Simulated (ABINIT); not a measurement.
## Quasiparticle gap of NiO2 (P-3m1) in ABINIT

Wanted: ground state, empty states, screening and self-energy for NiO2 (P-3m1).

Method: LDA and many-body steps on it, plane waves, in ABINIT 10.8.3.

This is a report of a sequence of runs, with most program output left out.

**1. Set-up**

The structure is trigonal, space group P-3m1 (No. 164). Conventional cell: a = 2.799 Å, b = 2.799 Å, c = 4.618 Å, α = 90.00°, β = 90.00°, γ = 120.00°. Ni has 6 O at 1.88 Å nearest. O has 3 Ni at 1.88 Å nearest. Farther neighbours and most contacts between anions are not listed.

As a file:

```cif
data_structure
_symmetry_space_group_name_H-M 'P-3m1'
_symmetry_Int_Tables_number 164
_cell_length_a 2.7988
_cell_length_b 2.7988
_cell_length_c 4.6183
_cell_angle_alpha 90.000
_cell_angle_beta 90.000
_cell_angle_gamma 120.000
_cell_volume 31.33
loop_
_atom_site_label
_atom_site_type_symbol
_atom_site_symmetry_multiplicity
_atom_site_Wyckoff_symbol
_atom_site_fract_x
_atom_site_fract_y
_atom_site_fract_z
_atom_site_occupancy
Ni1 Ni 1 b 0.00000 0.00000 0.50000 1
O1 O 2 d 0.66667 0.33333 0.70604 1
```

The cell and positions are those that the Materials Project relaxed with its own functionals (PBE, PBE+U or r2SCAN), kept fixed.

**2. Ground state**

This step: ABINIT 10.8.3; DFT, LDA, plane waves, norm-conserving pseudopotentials.

The ground-state density comes first.

Input file run.abi:

```
acell 3*1.0 Angstrom
rprim 
  2.798781865034 -0.000000000008 0.000000000000
  -1.399390932510 2.423816194775 0.000000000000
  0.000000000000 0.000000000000 4.618273000000
ntypat 2
znucl 28 8
natom 3
typat 1 2 2
xred 
  0.000000000000 0.000000000000 0.500000000000
  0.666666666667 0.333333333333 0.706039000000
  0.333333333333 0.666666666667 0.293961000000
pp_dirpath "pseudos"
pseudos "Ni.upf, O.upf"
ecut 45
ngkpt 9 9 4
nshiftk 1
shiftk 0 0 0
kptopt 1
chksymbreak 0
nband 20
occopt 1
tolvrs 1e-10
nstep 60
prtwf 0
optforces 0
optstress 0
indata_prefix "in"
outdata_prefix "out"
tmpdata_prefix "tmp"
```

Started as:

```console
$ OMP_NUM_THREADS=1 mpirun -n 4 abinit run.abi > log
```

Run time: 20 s. Hardware: 4 MPI ranks of Arm Neoverse V2, shared host; peak memory 0.31 GiB; 80 s of CPU time.

This step gave:

- total energy: -5458.5347 eV
- gap: 0.8748 eV
- k of the valence top: 0.1111, 0, 0.5
- k of the conduction bottom: 0.3333, 0, 0.25
- least direct gap: 1.056 eV

The gap is indirect, with the least direct gap 0.18 eV higher.

**3. Bands along the symmetry lines**

The cheap functional maps the bands first; the places of the edges decide which points the dearer methods must see.

Input file run.abi:

```
acell 3*1.0 Angstrom
rprim 
  2.798781865034 -0.000000000008 0.000000000000
  -1.399390932510 2.423816194775 0.000000000000
  0.000000000000 0.000000000000 4.618273000000
ntypat 2
znucl 28 8
natom 3
typat 1 2 2
xred 
  0.000000000000 0.000000000000 0.500000000000
  0.666666666667 0.333333333333 0.706039000000
  0.333333333333 0.666666666667 0.293961000000
pp_dirpath "pseudos"
pseudos "Ni.upf, O.upf"
ecut 45
iscf -2
irdden 1
kptopt 0
nkpt 75
kpt 
  0.00000000 0.00000000 0.00000000
  0.06250000 0.00000000 0.00000000
  0.12500000 0.00000000 0.00000000
  0.18750000 0.00000000 0.00000000
  0.25000000 0.00000000 0.00000000
  0.31250000 0.00000000 0.00000000
  0.37500000 0.00000000 0.00000000
  0.43750000 0.00000000 0.00000000
  0.50000000 0.00000000 0.00000000
  0.47916667 0.04166667 0.00000000
  0.45833333 0.08333333 0.00000000
  0.43750000 0.12500000 0.00000000
  0.41666666 0.16666666 0.00000000
  0.39583333 0.20833333 0.00000000
  0.37500000 0.25000000 0.00000000
  0.35416666 0.29166666 0.00000000
  0.33333333 0.33333333 0.00000000
  0.29166666 0.29166666 0.00000000
  0.25000000 0.25000000 0.00000000
  0.20833333 0.20833333 0.00000000
  0.16666666 0.16666666 0.00000000
  0.12500000 0.12500000 0.00000000
  0.08333333 0.08333333 0.00000000
  0.04166667 0.04166667 0.00000000
  0.00000000 0.00000000 0.00000000
  0.00000000 0.00000000 0.06250000
  0.00000000 0.00000000 0.12500000
  0.00000000 0.00000000 0.18750000
  0.00000000 0.00000000 0.25000000
  0.00000000 0.00000000 0.31250000
  0.00000000 0.00000000 0.37500000
  0.00000000 0.00000000 0.43750000
  0.00000000 0.00000000 0.50000000
  0.06250000 0.00000000 0.50000000
  0.12500000 0.00000000 0.50000000
  0.18750000 0.00000000 0.50000000
  0.25000000 0.00000000 0.50000000
  0.31250000 0.00000000 0.50000000
  0.37500000 0.00000000 0.50000000
  0.43750000 0.00000000 0.50000000
  0.50000000 0.00000000 0.50000000
  0.47916667 0.04166667 0.50000000
  0.45833333 0.08333333 0.50000000
  0.43750000 0.12500000 0.50000000
  0.41666666 0.16666666 0.50000000
  0.39583333 0.20833333 0.50000000
  0.37500000 0.25000000 0.50000000
  0.35416666 0.29166666 0.50000000
  0.33333333 0.33333333 0.50000000
  0.29166666 0.29166666 0.50000000
  0.25000000 0.25000000 0.50000000
  0.20833333 0.20833333 0.50000000
  0.16666666 0.16666666 0.50000000
  0.12500000 0.12500000 0.50000000
  0.08333333 0.08333333 0.50000000
  0.04166667 0.04166667 0.50000000
  0.00000000 0.00000000 0.50000000
  0.50000000 0.00000000 0.50000000
  0.50000000 0.00000000 0.43750000
  0.50000000 0.00000000 0.37500000
  0.50000000 0.00000000 0.31250000
  0.50000000 0.00000000 0.25000000
  0.50000000 0.00000000 0.18750000
  0.50000000 0.00000000 0.12500000
  0.50000000 0.00000000 0.06250000
  0.50000000 0.00000000 0.00000000
  0.33333333 0.33333333 0.50000000
  0.33333333 0.33333333 0.43750000
  0.33333333 0.33333333 0.37500000
  0.33333333 0.33333333 0.31250000
  0.33333333 0.33333333 0.25000000
  0.33333333 0.33333333 0.18750000
  0.33333333 0.33333333 0.12500000
  0.33333333 0.33333333 0.06250000
  0.33333333 0.33333333 0.00000000
istwfk *1
nband 22
nbdbuf 2
tolwfr 1e-08
nstep 40
prtwf 0
prtvol 0
indata_prefix "in"
outdata_prefix "out"
tmpdata_prefix "tmp"
```

Elapsed: 14 s, on 4 MPI ranks; peak memory 0.32 GiB.

Numbers from this step:

```yaml
gap: 0.9170 eV
k_of_the_valence_top: 0.125, 0, 0.5
k_of_the_conduction_bottom: 0.25, 0, 0.5
least_direct_gap: 1.203 eV
```

The gap is 0.917 eV, +0.042 eV from the run before at this level.

Electronic bands along the path, in eV, zero at the top of the highest filled band:

| point | band 12 | band 13 | band 14 | band 15 | band 16 | band 17 | band 18 | band 19 |
| --- | --- | --- | --- | --- | --- | --- | --- | --- |
| Γ | -1.20 | -1.20 | -0.87 | -0.42 | 2.05 | 2.05 | 7.40 | 10.79 |
| halfway | -1.55 | -0.87 | -0.78 | -0.48 | 1.09 | 1.84 | 9.62 | 13.05 |
| M | -2.31 | -1.70 | -1.67 | -1.01 | 1.43 | 2.00 | 12.15 | 12.97 |
| halfway | -2.55 | -1.67 | -1.28 | -0.66 | 1.31 | 1.50 | 13.05 | 13.26 |
| K | -2.87 | -1.78 | -0.72 | -0.72 | 1.15 | 1.15 | 13.55 | 14.50 |
| halfway | -1.46 | -1.34 | -0.67 | -0.31 | 1.30 | 1.40 | 10.22 | 13.77 |
| Γ | -1.20 | -1.20 | -0.87 | -0.42 | 2.05 | 2.05 | 7.40 | 10.79 |
| halfway | -1.59 | -1.22 | -1.22 | -0.18 | 2.07 | 2.07 | 8.11 | 10.58 |
| A | -2.12 | -1.24 | -1.24 | -0.10 | 2.09 | 2.09 | 9.53 | 9.60 |
| halfway | -1.51 | -1.14 | -0.85 | -0.33 | 0.92 | 1.81 | 10.69 | 11.51 |
| L | -1.70 | -1.70 | -1.67 | -1.09 | 1.43 | 1.91 | 11.38 | 12.52 |
| halfway | -2.35 | -1.67 | -1.16 | -0.81 | 1.46 | 1.59 | 12.17 | 13.30 |
| H | -3.14 | -1.77 | -0.83 | -0.83 | 1.45 | 1.45 | 13.18 | 14.42 |
| halfway | -1.45 | -1.31 | -0.64 | -0.48 | 0.98 | 1.57 | 11.04 | 12.03 |
| A | -2.12 | -1.24 | -1.24 | -0.10 | 2.09 | 2.09 | 9.53 | 9.60 |
| jump to L | -1.70 | -1.70 | -1.67 | -1.09 | 1.43 | 1.91 | 11.38 | 12.52 |
| halfway | -2.02 | -1.70 | -1.66 | -1.04 | 1.44 | 1.95 | 11.66 | 12.75 |
| M | -2.31 | -1.70 | -1.67 | -1.01 | 1.43 | 2.00 | 12.15 | 12.97 |
| jump to H | -3.14 | -1.77 | -0.83 | -0.83 | 1.45 | 1.45 | 13.18 | 14.42 |
| halfway | -3.00 | -1.77 | -0.78 | -0.78 | 1.30 | 1.30 | 13.36 | 14.55 |
| K | -2.87 | -1.78 | -0.72 | -0.72 | 1.15 | 1.15 | 13.55 | 14.50 |

**4. Empty states on the mesh, 3×3×2 mesh, 31 bands**

The sums over transitions need many empty states on a uniform mesh; this step solves for them.

Input file run.abi:

```
acell 3*1.0 Angstrom
rprim 
  2.798781865034 -0.000000000008 0.000000000000
  -1.399390932510 2.423816194775 0.000000000000
  0.000000000000 0.000000000000 4.618273000000
ntypat 2
znucl 28 8
natom 3
typat 1 2 2
xred 
  0.000000000000 0.000000000000 0.500000000000
  0.666666666667 0.333333333333 0.706039000000
  0.333333333333 0.666666666667 0.293961000000
pp_dirpath "pseudos"
pseudos "Ni.upf, O.upf"
ecut 45
ngkpt 3 3 2
nshiftk 1
shiftk 0 0 0
kptopt 1
chksymbreak 0
iscf -2
irdden 1
istwfk *1
nband 31
nbdbuf 4
tolwfr 1e-09
nstep 60
prtvol 0
indata_prefix "in"
outdata_prefix "out"
tmpdata_prefix "tmp"
```

The job ended after 3.7 s (4 MPI ranks; peak memory 0.25 GiB; 15 s of CPU time).

This step gave:

- gap: 1.123 eV
- k of the valence top: 0, 0, 0.5
- k of the conduction bottom: 0.3333, 0, 0.5
- least direct gap: 1.661 eV
- k points computed: 6
- lowest point of the top converged band, above the valence top: 25.46 eV

On this mesh the gap is 1.123 eV. The earlier step found 0.875 eV, so this mesh misses an edge.

**5. Screening, 3×3×2 mesh, 27 bands, screening to 87.1 eV**

The RPA dielectric matrix is built and inverted for each q.

This step: RPA screening on LDA, plane waves, norm-conserving pseudopotentials.

run.abi: that of step 4 with these lines changed.

```diff
@@ -21,10 +21,11 @@
 chksymbreak 0
-iscf -2
-irdden 1
 istwfk *1
-nband 31
-nbdbuf 4
-tolwfr 1e-09
-nstep 60
-prtvol 0
+occopt 1
+irdwfk 1
+optdriver 3
+nband 27
+ecuteps 3.2
+inclvkb 2
+awtr 1
+symchi 1
 indata_prefix "in"
```

Wall time 2.6 s (4 MPI ranks); peak memory 0.1 GiB.

Numbers from this step:

| Property | Result |
| --- | --- |
| ε∞ with local fields, on this mesh, along the program's q direction | 9.513 |
| the same without local fields | 11.29 |
| plasma frequency | 36.34 eV |
| plane waves in the screening matrix | 55 |

Local fields lower ε∞ by 16 %. On a Γ-centred mesh this coarse the value itself is usually too large, while a short band sum pulls it down.

**6. Self-energy, 3×3×2 mesh, 27 bands, screening to 87.1 eV**

The self-energy is evaluated for the states that the input lists, and the levels follow from it, in one-shot runs by the linearised quasiparticle equation.

This step: G0W0 on LDA, plane waves, norm-conserving pseudopotentials.

run.abi: that of step 5 with these lines changed.

```diff
@@ -24,8 +24,19 @@
 irdwfk 1
-optdriver 3
+optdriver 4
 nband 27
+gwcalctyp 0
+ecutsigx 45
+symsigma 1
+nkptgw 3
+kptgw 
+  0.0000000000 0.0000000000 0.5000000000
+  0.3333333333 0.0000000000 0.5000000000
+  0.0000000000 0.0000000000 0.0000000000
+bdgw 
+  13 17
+  14 17
+  14 17
 ecuteps 3.2
-inclvkb 2
-awtr 1
-symchi 1
+irdscr 1
+ppmodel 1
 indata_prefix "in"
```

Run time: 2.3 s. Hardware: 4 MPI ranks; peak memory 0.1 GiB.

Numbers from this step:

| Property | Result |
| --- | --- |
| G0W0 gap on the points computed | 2.12 eV |
| starting gap on the mesh | 1.123 eV |
| k of the valence top | 0, 0, 0.5 |
| k of the conduction bottom | 0.3333, 0, 0.5 |
| Z at the valence top | 0.705 |
| Z at the conduction bottom | 0.719 |
| least direct G0W0 gap on the computed points | 2.621 eV |

The gap on the mesh goes from 1.12 eV to 2.12 eV, a correction of +1.00 eV. The start differs from the 0.87 eV found before because the two sample other k points.

Limits: finite bands, cutoff and mesh; no spin polarisation; d states lean on the start; coarse k mesh. v1 is the top filled band, c1 the lowest empty one. The levels before and after the correction (eV, zero at the valence-band top of each column):

|  | conduction bottom | valence top |
| --- | --- | --- |
| Kohn-Sham | 1.12 | 0.00 |
| G0W0 | 2.12 | 0.00 |

|  | level | energy (eV) |
| --- | --- | --- |
| Kohn-Sham | (0 0 0.5) v3-v2 | -1.143 |
| Kohn-Sham | (0 0 0.5) v1 | 0.000 |
| Kohn-Sham | (0 0 0.5) c1-c2 | 2.183 |
| Kohn-Sham | (0.333 0 0.5) v2 | -1.015 |
| Kohn-Sham | (0.333 0 0.5) v1 | -0.538 |
| Kohn-Sham | (0.333 0 0.5) c1 | 1.123 |
| Kohn-Sham | (0.333 0 0.5) c2 | 1.922 |
| G0W0 | (0 0 0.5) v3-v2 | -0.986 |
| G0W0 | (0 0 0.5) v1 | 0.000 |
| G0W0 | (0 0 0.5) c1-c2 | 3.248 |
| G0W0 | (0.333 0 0.5) v2 | -1.043 |
| G0W0 | (0.333 0 0.5) v1 | -0.501 |
| G0W0 | (0.333 0 0.5) c1 | 2.120 |
| G0W0 | (0.333 0 0.5) c2 | 3.005 |

**7. Where the time went**

Times are wall times on 4 MPI ranks of Arm Neoverse V2, shared host, good to a factor of about two.

| step | time | share | memory (GiB) |
| --- | --- | --- | --- |
| ground state | 20 s | 47 % | 0.31 |
| bands along the symmetry lines | 14 s | 33 % | 0.32 |
| empty states on the mesh | 3.7 s | 9 % | 0.25 |
| screening | 2.6 s | 6 % | 0.1 |
| self-energy | 2.3 s | 5 % | 0.1 |

**8. Outcome**

```json
{"LDA gap": "0.87 eV, indirect", "G0W0 gap on the mesh": "2.12 eV", "G0W0 gap over the zone (rigid shift)": "1.87 eV", "GW settings": "3×3×2 mesh, 27 bands, screening to 87.1 eV, Godby-Needs plasmon pole", "known limits": "not at the basis limit; no spin polarisation; d states lean on the start; coarse k mesh"}
```

In words: G0W0 moves the gap on the mesh from 1.12 eV to 2.12 eV (+1.00 eV), with Z of 0.70 and 0.72 at the edges. The mesh misses the band edges by 0.25 eV in all; a rigid shift gives 1.87 eV for the zone. Local fields lower the RPA ε∞ on this mesh from 11.29 to 9.51; a Γ-centred mesh this coarse tends to raise both, most where the direct gap is narrow, while a short band sum lowers them. Only 3 of the mesh's irreducible points were corrected, so a valley elsewhere could overtake. Bands and cutoff are finite, so the gap is not at the basis limit. The miss can reach some tenths of an eV and take either sign; the mesh is an error of its own. In the G0W0 run levels were corrected at 3 k points alone, so a gap called «on the mesh» is the least over those, and an edge elsewhere would be missed. A denser mesh or path gives a starting gap of 0.87 eV: the GW mesh misses a band edge, so its gaps are not the fundamental one. The 3×3×2 mesh is coarse for this cell, which bears on the long-range parts of exchange and screening. The runs have no spin polarisation. For a closed low-spin shell that is the natural state; where a d or f shell is open it is a constraint, and the gap is then not the crystal's own. With d states at the gap, one-shot GW leans hard on its start.

[Paths, hosts, dates, memory and timing lines, banners, echoed tables and standing remarks are left out of the program output.]

[Logs are printed without paths, hosts, clocks, repeated set-up lines and the standing remarks that a program may print on its own settings, such as how far it seeks lower states.]

[Runs of the session that timed out or met a known fault of the program may be left out.]

[No measured gap is set beside runs whose start may be inverted or whose files or cutoffs have a known fault.]

[Hosts, paths, dates, database ids (printed as entryN), source tags and the programs' standing remarks are cut or masked in the printed files.]

[G0W0 gaps are taken among the corrected bands and points alone; a level outside them can change the order at an edge.]

[Where Ansatz stands beside ABINIT at settings called matched, ABINIT's density can come from a denser mesh and the files from another edition; pairs whose starting gaps differed by over 0.03 eV were left out, so agreement reads better than it is.]
